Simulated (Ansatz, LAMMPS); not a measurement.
# Structural relaxation of a frame of liquid 37SiO2-42B2O3-11CaO-11Na2O (mol %) from 2300 K (71 atoms)

How does a frame of liquid 37SiO2-42B2O3-11CaO-11Na2O (mol %) from 2300 K (71 atoms) relax, and what do bonds, charges and levels look like afterwards?

Program: Ansatz 0.2.0. Level of theory: Kohn-Sham DFT, LDA, PAW (set soft_2), plane waves. Results are calculated unless marked as measured.

Most raw output is cut from this account.

### Step 1. Set-up

The cell holds 71 atoms: 7 Si, 16 B, 2 Ca, 4 Na and 42 O. Cell: a = 9.970 Å, b = 9.970 Å, c = 9.970 Å, α = 90.0°, β = 90.0°, γ = 90.0°. 71 atoms (7 Si, 16 B, 2 Ca, 4 Na, 42 O) placed at random at 2.21 g/cm³, melted at 3000 K for 20 ps at fixed volume with the Buckingham and Coulomb pair potential of Guillot and Sator (Geochim. Cosmochim. Acta 71, 1249 (2007)) with the boron terms of Wang et al. (J. Non-Cryst. Solids 498, 294 (2018)). Snapshot at the end of a hold of 10 ps at 2300 K and zero pressure.

Before any run, some limits are plain. The network of bonds at the start is that of the classical potential that made the cell. Only the Γ point is sampled, in a cell whose shortest periodic width is 10 Å.

### Step 2. Making the structure

A classical potential makes the cell, at a small fraction of what the same run would cost in DFT.

This step: classical MD, Buckingham and Coulomb pair potential of Guillot and Sator (Geochim. Cosmochim. Acta 71, 1249 (2007)) with the boron terms of Wang et al. (J. Non-Cryst. Solids 498, 294 (2018)) (LAMMPS 22 Jul 2025 - Update 4).

File in.lmp:

```
# melt-quench of Si7B16Ca2Na4O42
units metal
atom_style charge
boundary p p p
region box block 0 9.7016 0 9.7016 0 9.7016
create_box 5 box
mass 1 28.0850   # Si
mass 2 10.8100   # B
mass 3 40.0780   # Ca
mass 4 22.9898   # Na
mass 5 15.9990   # O
create_atoms 1 random 7 789286 NULL overlap 1.5 maxtry 2000
create_atoms 2 random 16 789293 NULL overlap 1.5 maxtry 2000
create_atoms 3 random 2 789300 NULL overlap 1.5 maxtry 2000
create_atoms 4 random 4 789307 NULL overlap 1.5 maxtry 2000
create_atoms 5 random 42 789314 NULL overlap 1.5 maxtry 2000
pair_style buck/coul/long 9.0
pair_coeff * * 0.0 1.0 0.0
pair_coeff 1 5 50306.10 0.161 46.2978   # Si-O
pair_coeff 2 5 206941.81 0.124 35.0018   # B-O
pair_coeff 3 5 155667.70 0.178 42.2597   # Ca-O
pair_coeff 4 5 120303.80 0.17 0   # Na-O
pair_coeff 5 5 9022.79 0.265 85.0921   # O-O
pair_coeff 2 2 484.40 0.35 0.0   # B-B
pair_coeff 1 2 337.70 0.29 0.0   # Si-B
set type 1 charge 1.89
set type 2 charge 1.4175
set type 3 charge 0.945
set type 4 charge 0.4725
set type 5 charge -0.945
kspace_style pppm 1.0e-4
neigh_modify delay 0 every 1 check yes
thermo_style custom step time temp pe press density
thermo_modify norm yes
# [... 24 lines left out ...]
compute msd all msd com yes
thermo 2500
fix md all npt temp 2300 2300 0.1 iso 0 0 1
run 10000 post no
print "== T2300: mean square displacement over the hold $(c_msd[4]:%.2f) A^2"
unfix md
uncompute msd
write_dump all custom T2300.dump id type xs ys zs modify sort id
```

Run with:

```console
$ lmp -in in.lmp -log none -nocite
```

Wall time 15 s (1 thread of Arm Neoverse V2, shared host); peak memory 0.072 GiB.

### Step 3. Single point at the start

The forces at the start show how far the geometry lies from a minimum of this functional.

File input.yaml:

```yaml
crystal:
  lattice:
    - [9.96969, 0.0, 0.0]
    - [0.0, 9.96969, 0.0]
    - [0.0, 0.0, 9.96969]
  atoms:
    - { symbol: Si, position: [0.4432, 0.66722, 0.70052] }
    - { symbol: Si, position: [0.94885, 0.05309, 0.07684] }
    - { symbol: Si, position: [0.74243, 0.7151, 0.32545] }
    - { symbol: Si, position: [0.54693, 0.2984, 0.50044] }
    - { symbol: Si, position: [0.00726, 0.19157, 0.34612] }
    - { symbol: Si, position: [0.26075, 0.81436, 0.4699] }
    - { symbol: Si, position: [0.16382, 0.01591, 0.87449] }
    - { symbol: B, position: [0.01805, 0.38943, 0.99517] }
[... 59 atom lines left out ...]
    - { symbol: O, position: [0.7155, 0.73708, 0.14918] }
    - { symbol: O, position: [0.52584, 0.57182, 0.60754] }
    - { symbol: O, position: [0.32548, 0.227, 0.15592] }
    - { symbol: O, position: [0.14284, 0.89149, 0.54539] }
kpoints:
  mp_grid: { grid: [1, 1, 1] }
hamiltonian:
  xc: lda
scf:
  occupations: { method: fermi_dirac, width: 0.198 }
output:
  forces: true
  stress: true
  populations: true
  dos:
    method: { smearing: { sigma: 0.08 } }
    de: 0.1
    projected: { site_lists: { B: [B], Ca: [Ca], Na: [Na], O: [O], Si: [Si] } }
  eigenvalues: true
```

Run with:

```console
$ ansatz run input.yaml --threads 4 --pin off --max-ram 8192MiB --backend cpu --events-out ev --progress --plain --runs-dir out
```

Elapsed: 9.9 s, on 4 threads of Arm Neoverse V2, shared host; peak memory 1.1 GiB; 37 s of CPU time.

The run gave:

| Property | Result |
| --- | --- |
| free energy | -39431.0892 eV |
| free energy per atom | -555.3675 eV/atom |
| SCF cycles | 13 |
| pressure | -13.69 GPa |
| r.m.s. force component | 1.916 eV/Å |
| longest force | 10.53 eV/Å |
| Fermi energy | 3.866 eV |
| levels partly filled by over 2 per cent | 3 |
| spilling of the projection | 0.0105 |

The r.m.s. force component of 1.9 eV/Å and the pressure of -14 GPa set the starting point.

Length of the force by element:

| element | coordination | atoms | mean length of the force (eV/Å) | spread | least | most |
| --- | --- | --- | --- | --- | --- | --- |
| B | all | 16 | 3.13 | 1.32 | 1.27 | 5.39 |
| Ca | all | 2 | 1.49 | 0.385 | 1.11 | 1.88 |
| Na | all | 4 | 0.924 | 0.775 | 0.322 | 2.25 |
| O | all | 42 | 2.46 | 1.02 | 0.444 | 5.60 |
| Si | all | 7 | 6.10 | 2.06 | 4.08 | 10.5 |

### Step 4. Relaxation

The atoms are relaxed in the fixed cell, aiming at the force tolerance of the input.

input.yaml, the sections that differ from step 3:

```yaml
output:
  forces: true
relax:
  f_tol: 0.05
  max_steps: 200
# crystal, kpoints, hamiltonian, scf: as in step 3
```

The job ended after 4.4 min (4 threads; peak memory 1.1 GiB; 16 min of CPU time).

Step by step (22 of 59):

| step | energy less that of the first step (eV) | largest force component (eV/Å) |
| --- | --- | --- |
| 1 | 0.0000 | 9.2715 |
| 4 | -17.7990 | 1.5525 |
| 7 | -21.6429 | 1.3008 |
| 9 | -23.0219 | 0.4808 |
| 12 | -23.9355 | 0.3407 |
| 15 | -24.4951 | 0.5588 |
| 18 | -25.0077 | 0.2752 |
| 20 | -25.3344 | 0.2901 |
| 23 | -25.7609 | 0.4391 |
| 26 | -26.1107 | 0.3408 |
| 29 | -26.4051 | 0.2120 |
| 31 | -26.6269 | 0.2311 |
| 34 | -26.9635 | 0.2602 |
| 37 | -27.0809 | 0.2734 |
| 40 | -27.1207 | 0.0883 |
| 42 | -27.1441 | 0.1497 |
| 45 | -27.2055 | 0.2607 |
| 48 | -27.4368 | 3.1220 |
| 51 | -27.8704 | 0.4228 |
| 53 | -27.9109 | 0.1662 |
| 56 | -27.9278 | 0.1197 |
| 59 | -27.9319 | 0.0205 |

Relaxation step 48 was tried and not accepted.

The atoms that moved most (Å):

| atom | dx | dy | dz | length |
| --- | --- | --- | --- | --- |
| Na29 | 0.086 | -3.345 | -0.308 | 3.360 |
| Na28 | 0.276 | 0.610 | -3.134 | 3.205 |
| Ca25 | -2.654 | 0.728 | 1.189 | 2.998 |
| O45 | 0.382 | -1.164 | -1.682 | 2.081 |
| Na27 | -1.411 | -0.083 | -1.139 | 1.815 |
| O62 | 0.355 | -1.635 | -0.638 | 1.791 |
| O70 | -0.596 | 1.558 | -0.267 | 1.689 |
| B11 | 0.275 | -1.190 | -1.086 | 1.635 |

The relaxation changed the energy by -393 meV/atom, and atoms moved by 1.1 Å r.m.s., 3.4 Å at most.

### Step 5. Structure statistics after relaxation

Bonds before and after, by the cutoffs listed below:

| pair | bonds before | bonds after | mean before (Å) | mean after (Å) | spread before (Å) | spread after (Å) |
| --- | --- | --- | --- | --- | --- | --- |
| O-B | 49 | 51 | 1.436 | 1.398 | 0.075 | 0.059 |
| O-Si | 28 | 28 | 1.688 | 1.628 | 0.100 | 0.026 |
| O-Na | 20 | 19 | 2.637 | 2.475 | 0.249 | 0.260 |
| O-Ca | 5 | 10 | 2.429 | 2.355 | 0.246 | 0.201 |

Density 2.03 g/cm³, 13.96 Å³ an atom.

g(r), total and by pair (bins of 0.2 Å):

| r (Å) | total | O-O | O-B | O-Si | O-Na | O-Ca | B-B |
| --- | --- | --- | --- | --- | --- | --- | --- |
| 1.20 | 0.10 | 0.00 | 0.36 | 0.00 | 0.00 | 0.00 | 0.00 |
| 1.40 | 3.83 | 0.00 | 14.34 | 0.00 | 0.00 | 0.00 | 0.00 |
| 1.60 | 1.85 | 0.00 | 0.72 | 14.16 | 0.00 | 0.00 | 0.00 |
| 1.80 | 0.00 | 0.00 | 0.00 | 0.00 | 0.00 | 0.00 | 0.00 |
| 2.00 | 0.04 | 0.00 | 0.00 | 0.00 | 0.55 | 0.00 | 0.00 |
| 2.20 | 0.27 | 0.00 | 0.00 | 0.00 | 1.96 | 4.07 | 0.00 |
| 2.40 | 1.89 | 4.47 | 0.00 | 0.00 | 2.85 | 2.54 | 1.00 |
| 2.60 | 1.16 | 2.08 | 0.00 | 0.19 | 1.35 | 2.04 | 3.58 |
| 2.80 | 0.78 | 0.76 | 0.22 | 0.00 | 0.30 | 0.00 | 1.23 |
| 3.00 | 0.60 | 0.50 | 0.52 | 0.16 | 0.52 | 0.00 | 0.00 |
| 3.20 | 0.84 | 0.69 | 1.43 | 0.38 | 0.22 | 0.00 | 0.00 |
| 3.40 | 0.75 | 0.43 | 0.96 | 1.40 | 0.21 | 0.83 | 0.26 |
| 3.60 | 1.17 | 0.53 | 2.02 | 1.98 | 1.07 | 0.74 | 0.23 |
| 3.80 | 1.02 | 0.84 | 1.43 | 1.21 | 1.30 | 1.31 | 0.62 |
| 4.00 | 1.31 | 0.89 | 1.57 | 2.04 | 1.18 | 0.57 | 2.13 |
| 4.20 | 0.84 | 0.88 | 0.47 | 1.07 | 0.94 | 2.65 | 0.88 |
| 4.40 | 1.14 | 1.62 | 0.76 | 0.55 | 1.56 | 0.73 | 1.45 |
| 4.60 | 0.83 | 1.29 | 0.47 | 0.69 | 1.23 | 0.23 | 0.45 |
| 4.80 | 1.04 | 1.40 | 0.76 | 0.64 | 1.13 | 1.66 | 0.94 |

Bonds by pair of elements; cutoffs follow the first minimum of g(r), held within bounds set by covalent radii, and pairs that aren't listed don't count as bonded:

| pair A-B | cutoff (Å) | bonds | mean length (Å) | spread (Å) | shortest (Å) | B about A | A about B |
| --- | --- | --- | --- | --- | --- | --- | --- |
| O-B | 1.83 | 51 | 1.40 | 0.059 | 1.30 | 1.21 | 3.19 |
| O-Si | 2.08 | 28 | 1.63 | 0.026 | 1.58 | 0.667 | 4 |
| O-Na | 3.09 | 19 | 2.48 | 0.26 | 2.09 | 0.452 | 4.75 |
| O-Ca | 2.83 | 10 | 2.35 | 0.201 | 2.13 | 0.238 | 5 |

How many atoms have how many bonded neighbours:

| element | mean | 2 | 3 | 4 | 5 |
| --- | --- | --- | --- | --- | --- |
| B | 3.19 | 0 | 13 | 3 | 0 |
| Ca | 5 | 0 | 0 | 0 | 2 |
| Na | 4.75 | 0 | 0 | 1 | 3 |
| O | 2.57 | 20 | 20 | 2 | 0 |
| Si | 4 | 0 | 0 | 7 | 0 |

Bond angles, per cent of each kind in bins of 5°:

| angle (°) | O-B-O | O-Si-O | O-Na-O | B-O-Na | B-O-Si |
| --- | --- | --- | --- | --- | --- |
| 50–55 | 0.0 | 0.0 | 11.1 | 0.0 | 0.0 |
| 55–60 | 0.0 | 0.0 | 5.6 | 0.0 | 0.0 |
| 60–65 | 0.0 | 0.0 | 13.9 | 0.0 | 0.0 |
| 65–70 | 0.0 | 0.0 | 0.0 | 4.3 | 0.0 |
| 70–75 | 0.0 | 0.0 | 2.8 | 13.0 | 0.0 |
| 75–80 | 0.0 | 0.0 | 0.0 | 0.0 | 0.0 |
| 80–85 | 0.0 | 0.0 | 8.3 | 4.3 | 0.0 |
| 85–90 | 0.0 | 0.0 | 0.0 | 4.3 | 0.0 |
| 90–95 | 0.0 | 0.0 | 2.8 | 13.0 | 0.0 |
| 95–100 | 0.0 | 2.4 | 8.3 | 13.0 | 0.0 |
| 100–105 | 0.0 | 19.0 | 2.8 | 4.3 | 0.0 |
| 105–110 | 15.8 | 28.6 | 5.6 | 8.7 | 0.0 |
| 110–115 | 22.8 | 35.7 | 5.6 | 4.3 | 4.8 |
| 115–120 | 28.1 | 11.9 | 0.0 | 4.3 | 4.8 |
| 120–125 | 22.8 | 2.4 | 5.6 | 4.3 | 4.8 |
| 125–130 | 10.5 | 0.0 | 13.9 | 4.3 | 4.8 |
| 130–135 | 0.0 | 0.0 | 0.0 | 4.3 | 9.5 |
| 135–140 | 0.0 | 0.0 | 0.0 | 8.7 | 4.8 |
| 140–145 | 0.0 | 0.0 | 0.0 | 0.0 | 14.3 |
| 145–150 | 0.0 | 0.0 | 2.8 | 4.3 | 19.0 |
| 150–155 | 0.0 | 0.0 | 2.8 | 0.0 | 19.0 |
| 155–160 | 0.0 | 0.0 | 2.8 | 0.0 | 4.8 |
| 160–165 | 0.0 | 0.0 | 0.0 | 0.0 | 9.5 |
| 165–170 | 0.0 | 0.0 | 0.0 | 0.0 | 0.0 |
| 170–175 | 0.0 | 0.0 | 0.0 | 0.0 | 0.0 |
| 175–180 | 0.0 | 0.0 | 5.6 | 0.0 | 0.0 |

Bond angles (no mean is given where the spread exceeds 20°):

| angle | count | mean (°) | spread (°) |
| --- | --- | --- | --- |
| O-B-O | 57 | 117 | 6.1 |
| O-Si-O | 42 | 109 | 4.8 |
| O-Na-O | 36 | - | - |
| B-O-Na | 23 | - | - |
| B-O-Si | 21 | 143 | 12.9 |

Oxygen atoms by the number of network formers (Si, P, Ge, B, Al, As, Ga) bound to them:

| network formers bound to O | O atoms | per cent |
| --- | --- | --- |
| 0 | 0 | 0 |
| 1 | 5 | 11.9 |
| 2 | 37 | 88.1 |

Network units: each former by its oxygen neighbours and how many of them bridge to another former:

| former | O neighbours | bridging O | atoms |
| --- | --- | --- | --- |
| Si | 4 | 3 | 1 |
| Si | 4 | 4 | 6 |
| B | 3 | 1 | 1 |
| B | 3 | 2 | 2 |
| B | 3 | 3 | 10 |
| B | 4 | 4 | 3 |

Bond length by coordination (bonds to H left out):

| element | coordination | atoms | mean bond length (Å) |
| --- | --- | --- | --- |
| B | 3 | 13 | 1.37 |
| B | 4 | 3 | 1.48 |
| Na | 4 | 1 | 2.33 |
| Na | 5 | 3 | 2.51 |
| O | 2 | 20 | 1.49 |
| O | 3 | 20 | 1.85 |
| O | 4 | 2 | 2.05 |

Rings of the network by King's shortest-path rule, up to 12 atoms, one path for each pair of neighbours; H, halogens, alkali and alkaline-earth atoms are left out, and the last column divides by all other atoms, bonded or not:

| ring size (atoms) | rings | per network atom |
| --- | --- | --- |
| 8 | 2 | 0.031 |
| 10 | 5 | 0.077 |
| 12 | 2 | 0.031 |

First main peaks of g(r), for some of the pairs, lie near 2.4 Å (O-O), 1.4 Å (O-B), 1.6 Å (O-Si), 2.3 Å (O-Na), 2.1 Å (O-Ca) and 2.6 Å (B-B). Counting bonds as in the table, 81 % of B atoms have 3, all Ca atoms have 5, 75 % of Na atoms have 5 and 48 % of O atoms have 2 and as many 3 bonded neighbours. The O-B-O angle averages 117° with a spread of 6°. 88 % of the oxygens bridge two formers (Si and B) and 12 % are non-bridging. The commonest B unit has 3 oxygens, 3 of them shared with other formers (10 of 16 atoms). Rings of 10 atoms are the most common (56 % of those counted); sizes run from 8 to 12, where the search stops.

### Step 6. Single point at the relaxed geometry

One more single point at the end of the walk gives the fuller output and checks the residual forces.

File input.yaml:

```yaml
crystal:
  lattice:
    - [9.96969, 0.0, 0.0]
    - [0.0, 9.96969, 0.0]
    - [0.0, 0.0, 9.96969]
  atoms:
    - { symbol: Si, position: [0.48468, 0.76934, 0.68618] }
    - { symbol: Si, position: [0.94438, 0.06746, 0.08991] }
    - { symbol: Si, position: [0.75436, 0.67324, 0.33736] }
    - { symbol: Si, position: [0.52333, 0.30064, 0.42307] }
    - { symbol: Si, position: [0.04633, 0.20538, 0.34772] }
    - { symbol: Si, position: [0.28141, 0.83792, 0.48143] }
    - { symbol: Si, position: [0.17376, 0.08132, 0.87679] }
    - { symbol: B, position: [0.9075, 0.32365, 0.04374] }
[... 59 atom lines left out ...]
    - { symbol: O, position: [0.76167, 0.73595, 0.1863] }
    - { symbol: O, position: [0.51822, 0.62625, 0.61566] }
    - { symbol: O, position: [0.26573, 0.38328, 0.12915] }
    - { symbol: O, position: [0.17957, 0.94573, 0.54606] }
kpoints:
  mp_grid: { grid: [1, 1, 1] }
hamiltonian:
  xc: lda
scf:
  occupations: { method: fermi_dirac, width: 0.198 }
output:
  forces: true
  stress: true
  populations: intrinsic
  dos:
    method: { smearing: { sigma: 0.15 } }
    de: 0.1
    projected: { site_lists: { B: [B], Ca: [Ca], Na: [Na], O: [O], Si: [Si] } }
  eigenvalues: true
  write_density: true
  write_potential: true
  volumetric_format: npy
  elf: true
```

Run time: 12 s. Hardware: 4 threads; peak memory 1.1 GiB.

The run gave:

```
free energy                                      : -39459.0211 eV
free energy per atom                             : -555.7609 eV/atom
SCF cycles                                       : 11
pressure                                         : -4.09 GPa
r.m.s. force component                           : 0.0065 eV/Å
longest force                                    : 0.02487 eV/Å
Fermi energy                                     : 3.598 eV
gap (highest filled to lowest empty level) : 3.896 eV
```

Intrinsic-atomic-orbital charges by element and coordination:

| element | coordination | atoms | mean charge (e) | spread | least | most |
| --- | --- | --- | --- | --- | --- | --- |
| B | all | 16 | 0.561 | 0.0401 | 0.475 | 0.618 |
| B | 3 | 13 | 0.565 | 0.0427 | 0.475 | 0.618 |
| B | 4 | 3 | 0.545 | 0.0186 | 0.521 | 0.566 |
| Ca | all | 2 | 1.80 | 0.0041 | 1.80 | 1.81 |
| Na | all | 4 | 0.834 | 0.0138 | 0.814 | 0.853 |
| Na | 4 | 1 | 0.814 | 0 | 0.814 | 0.814 |
| Na | 5 | 3 | 0.841 | 0.0085 | 0.834 | 0.853 |
| O | all | 42 | -0.661 | 0.159 | -1.13 | -0.398 |
| O | 2 | 20 | -0.631 | 0.136 | -0.865 | -0.398 |
| O | 3 | 20 | -0.680 | 0.178 | -1.13 | -0.401 |
| O | 4 | 2 | -0.776 | 6.0e-4 | -0.777 | -0.776 |
| Si | all | 7 | 1.69 | 0.0319 | 1.63 | 1.72 |

Density of states as counts of states in windows of 1 eV (from the Fermi level), total and the larger projections:

| from (eV) | to (eV) | total | O p | B p |
| --- | --- | --- | --- | --- |
| -14 | -13 | 0.0 | 0.0 | 0.0 |
| -13 | -12 | 2.9 | 2.0 | 0.1 |
| -12 | -11 | 11.9 | 8.3 | 0.7 |
| -11 | -10 | 12.4 | 8.6 | 1.5 |
| -10 | -9 | 19.4 | 13.8 | 2.8 |
| -9 | -8 | 22.9 | 16.5 | 3.6 |
| -8 | -7 | 9.5 | 6.8 | 1.8 |
| -7 | -6 | 27.0 | 20.4 | 3.8 |
| -6 | -5 | 34.1 | 28.8 | 2.2 |
| -5 | -4 | 43.4 | 39.7 | 1.1 |
| -4 | -3 | 41.4 | 39.3 | 0.7 |
| -3 | -2 | 25.8 | 24.6 | 0.3 |
| -2 | -1 | 1.2 | 1.2 | 0.0 |
| -1 | 1 | 0.0 | 0.0 | 0.0 |
| 1 | 2 | 1.7 | 0.0 | 0.0 |
| 2 | 3 | 0.9 | 0.1 | 0.1 |
| 3 | 4 | 17.8 | 2.2 | 6.1 |
| 4 | 5 | 29.8 | 3.2 | 8.1 |

Between -26 and -14 eV lie 120 more states.

About 12 of the 384 electrons lie in deeper levels, below the stored range.

The levels nearest the highest filled one (over half full), pooled over k-points and spins:

| level less the highest filled one (eV) | occupation |
| --- | --- |
| -0.619 | 2 |
| -0.496 | 2 |
| -0.393 | 2 |
| -0.334 | 2 |
| -0.111 | 2 |
| 0 | 2 |
| 3.90 | 0 |
| 5.06 | 0 |
| 5.29 | 0 |
| 5.42 | 0 |
| 5.45 | 0 |
| 5.52 | 0 |

(Continued in part 2 of 2.)

[Logs are printed without paths, hosts, clocks, repeated set-up lines and the standing remarks that a program may print on its own settings, such as how far it seeks lower states.]

[Hosts, paths, dates, database ids (printed as entryN), source tags and the programs' standing remarks are cut or masked in the printed files.]
